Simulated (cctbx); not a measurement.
# What is wrong with this refinement?

Cell a = 15.0860 Å, b = 10.7110 Å, c = 8.6360 Å, α = 90.00°, β = 90.00°, γ = 90.00°; space group Pnma (no. 62).

Simulated single-crystal data (cctbx): Ag Kα, λ = 0.56087 Å, to d = 0.8 Å, 80 % of the full sphere, strongest reflection 40000 counts, noise from counting, a 3 % proportional error and a noise floor of 2 counts (s.d.); no absorption.

An anisotropic refinement with weights 1/σ² prints:

```text
Rint 0.025, 365 unique reflections to 1.30 A
cycle     R1     wR2    GooF  max shift (A)
   1  0.0124  0.0331   1.581   0.00231
   2  0.0083  0.0193   0.919   0.00000
final R1 0.0083 wR2 0.0193 GooF 0.919  parameters 48  data/parameter 7.6
atom        x        y        z      Ueq    occ   su(xyz)  su(Uiso or U11)
Pt1    0.83720  0.75000  0.26003   0.0125  1.000  0.00003  0.0003
Te1    0.83528  0.25000  0.87328   0.0144  1.000  0.00005  0.0004
Te2    0.83397  0.75000  0.93134   0.0179  1.000  0.00006  0.0004
Se1    0.08122  0.44656  0.63819   0.0202  1.000  0.00006  0.0004
K1     0.50000  0.00000  0.50000   0.0228  1.000  0.00000  0.0011
K2     0.26669  0.53448  0.85097   0.0209  1.000  0.00011  0.0008
K3     0.06509  0.75000  0.52111   0.0197  1.000  0.00018  0.0011
difference map: max 0.19 min -0.30 rms 0.05
Q1    0.0822  0.7500  0.0179    4    0.20  1.56 A from Te1
Q2    0.1545  0.6718  0.6243    8    0.18  1.82 A from K3
Q3    0.1823  0.5254  0.6211    8    0.17  1.75 A from Se1
Q4    0.0763  0.0273  0.1382    8    0.16  1.68 A from K1
Q5    0.0688  0.1683  0.3241    8    0.15  2.58 A from K3
Q6    0.1552  0.6899  0.2655    8    0.13  1.37 A from Te1
```

**Question.** Can this result stand? If not, what is the likely fault?

Mend it. The fault: data cut at low resolution. Against the right model at the same level, R1 goes from 0.0100 to 0.0083 and GooF from 0.93 to 0.92. The atoms are right, but there are too few data for the parameters: R1 flatters and the s.u.s grow. Data per parameter fall from 31.4 to 7.6.

The compound is K4Te2PtSe2. The right model at the same level gives:

```text
Rint 0.029, 1509 unique reflections to 0.80 A
cycle     R1     wR2    GooF  max shift (A)
   1  0.0204  0.0546   2.162   0.00103
   2  0.0100  0.0234   0.926   0.00000
final R1 0.0100 wR2 0.0234 GooF 0.926  parameters 48  data/parameter 31.4
atom        x        y        z      Ueq    occ   su(xyz)  su(Uiso or U11)
Pt1    0.83720  0.75000  0.26000   0.0122  1.000  0.00001  0.0001
Te1    0.83530  0.25000  0.87330   0.0144  1.000  0.00002  0.0001
Te2    0.83400  0.75000  0.93126   0.0176  1.000  0.00002  0.0001
Se1    0.08123  0.44659  0.63821   0.0200  1.000  0.00003  0.0001
K1     0.50000  0.00000  0.50000   0.0225  1.000  0.00000  0.0003
K2     0.26665  0.53447  0.85080   0.0207  1.000  0.00006  0.0002
K3     0.06527  0.75000  0.52105   0.0198  1.000  0.00008  0.0003
difference map: max 0.33 min -0.44 rms 0.09
Q1    0.1923  0.7500  0.6578    4    0.36  2.25 A from K3
Q2    0.0907  0.1977  0.2704    8    0.33  2.15 A from Te2
Q3    0.1689  0.6668  0.6084    8    0.32  1.95 A from K3
Q4    0.1403  0.6109  0.9604    8    0.32  2.10 A from Te1
Q5    0.0780  0.6981  0.6572    8    0.32  1.31 A from K3
Q6    0.1146  0.0012  0.1881    8    0.32  2.30 A from K2
```

The model was made for the exercise: a known structure type with other elements put in, its volume estimated, not relaxed; displacement parameters are assumed.

[Middle refinement cycles are left out of these outputs.]

[Logs are printed without paths, hosts, clocks, repeated set-up lines and the standing remarks that a program may print on its own settings, such as how far it seeks lower states.]
